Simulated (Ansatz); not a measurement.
# ZnSe(100) slab, H on both faces, stepped: a series in atomic planes

How do forces, charges and cost change as the structure grows and the share of atoms at its surface or edge shifts?

Computed with Ansatz 0.2.0: Kohn-Sham DFT, PBE, PAW (set soft_2, large core). Every run is a single point, with the atoms held where the recipe put them (cutoff of the plane-wave runs 420 eV, fermi-dirac smearing of 0.05 eV).

First member: zinc-blende ZnSe (a = 5.668 Å), (100) slab of 4 atomic planes, 4 x 4 surface cells, H on the broken bonds of both faces, 12 Å of vacuum; the top repeat layer removed from part of the cell (two steps); displaced by a Gaussian of 0.02 Å.

Last member: zinc-blende ZnSe (a = 5.668 Å), (100) slab of 8 atomic planes, 4 x 4 surface cells, H on the broken bonds of both faces, 12 Å of vacuum; the top repeat layer removed from part of the cell (two steps); displaced by a Gaussian of 0.02 Å.

The members:

| atomic planes | reduced formula | atoms | valence electrons | k-mesh | basis |
| --- | --- | --- | --- | --- | --- |
| 4 | Zn3H8Se3 | 112 | 496 | 1×1×1 | plane waves |
| 6 | Zn9H16Se10 | 140 | 736 | 1×1×1 | plane waves |
| 8 | Zn7H8Se7 | 176 | 1072 | 1×1×1 | plane waves |

The input of the first member, without its atom lines; other members have their own cell and atoms, and may differ in mesh, basis and outputs:

```yaml
crystal:
  lattice:
    - [16.03152, 0.0, 0.0]
    - [0.0, 16.03152, 0.0]
    - [0.0, 0.0, 17.9946]
  atoms:
    [... 112 lines ...]
kpoints:
  mp_grid: { grid: [1, 1, 1] }
hamiltonian:
  xc: pbe
  pseudopotentials: { kind: paw, core: large }
scf:
  occupations: { method: fermi_dirac, width: 0.05 }
output:
  forces: true
  populations: true
  dos:
    method: { smearing: { sigma: 0.08 } }
    de: 0.1
    projected:
      site_lists:
        H: [H]
        Se: [Se]
        Zn: [Zn]
        slab: [0, 1, 2, 3, 4, 5, 6, 7, 8, 9, 10, 11, 12, 13, 14, 15, 16, 17, 18, 19, 20, 21, 22, 23, 24, 25, 26, 27, 28, 29, 30, 31, 32, 33, 34, 35, 36, 37, 38, 39, 40, 41, 42, 43, 44, 45, 46, 47]
        hydrogen: [48, 49, 50, 51, 52, 53, 54, 55, 56, 57, 58, 59, 60, 61, 62, 63, 64, 65, 66, 67, 68, 69, 70, 71, 72, 73, 74, 75, 76, 77, 78, 79, 80, 81, 82, 83, 84, 85, 86, 87, 88, 89, 90, 91, 92, 93, 94, 95, 96, 97, 98, 99, 100, 101, 102, 103, 104, 105, 106, 107, 108, 109, 110, 111]
  eigenvalues: true
  write_density: true
  write_potential: true
  volumetric_format: npy
```

Q: What do these runs give, and what do they cost?

Results; charges are mean Löwdin charges in e:

| atomic planes | r.m.s. force (eV/Å) | q(Se) | q(H) | q(Zn) |
| --- | --- | --- | --- | --- |
| 4 | 0.818 | -0.50 | -0.15 | +1.22 |
| 6 | 0.823 | -0.63 | -0.11 | +1.21 |
| 8 | 0.842 | -0.82 | -0.14 | +1.24 |

The projection misses up to 0.083 e an atom, so the charges add up to more than the cell's charge. Each mean runs over all atoms of an element, whatever their surroundings.

Bonds in each cell, which the recipe sets and DFT didn't move; cutoffs follow each cell's own g(r) within set bounds (mean length in Å, and neighbours of the second kind about the first):

| atomic planes | Se-Zn length | Se-Zn count | H-Se length | H-Se count |
| --- | --- | --- | --- | --- |
| 4 | 2.454 | 2.67 | 1.472 | 0.50 |
| 6 | 2.454 | 3.00 | 1.476 | 0.62 |
| 8 | 2.455 | 3.43 | 1.475 | 0.50 |

Cost on 8 threads of Arm Neoverse V1, shared host:

| atomic planes | atoms | basis | k-mesh | SCF cycles | time | host memory (GiB) | Δ force from the first basis (meV/Å) |
| --- | --- | --- | --- | --- | --- | --- | --- |
| 4 | 112 | plane waves | 1×1×1 | 20 | 65 s | 4.9 | - |
| 4 | 112 | support functions | 1×1×1 | 23 | 2.1 min | 5.2 | 1.6 |
| 6 | 140 | plane waves | 1×1×1 | 26 | 2.2 min | 6.8 | - |
| 6 | 140 | support functions | 1×1×1 | 18 | 2 min | 5.8 | 1.7 |
| 8 | 176 | plane waves | 1×1×1 | 27 | 4.2 min | 9.3 | - |
| 8 | 176 | support functions | 1×1×1 | 34 | 4.6 min | 6.6 | 1.4 |

Times include the outputs that each run asked for, on hosts shared with other jobs.

What the series shows: The mean charge on Se goes steadily from -0.50 e at 4 to -0.82 e at 8 planes. Support functions take 0.88 to 1.9 times the wall time of plane waves (the times hold unlike extra outputs; shared hosts, so rough). The composition changes with the cut, as the formulas show, and that bears on charges and levels too. All of the 3 members have partly filled levels at the Fermi energy, as cut bonds or an unbalanced electron count at the surface can give; spin polarisation, left out here, could split them.

**Limits.** Beside vacuum, support functions can miss their usual error bounds without a warning. Caps of real hydrogen don't mimic the fractional bonds of a polar compound, so surface states and strained caps may belong to the model. Some meshes are too coarse along the periodic directions to show band edges or a metallic band. Slabs that bear a dipole have periodic images along the normal, so a spurious field crosses the vacuum. The random displacements of the recipe add to the forces of every member.

[Logs are printed without paths, hosts, clocks, repeated set-up lines and the standing remarks that a program may print on its own settings, such as how far it seeks lower states.]

[Hosts, paths, dates, database ids (printed as entryN), source tags and the programs' standing remarks are cut or masked in the printed files.]
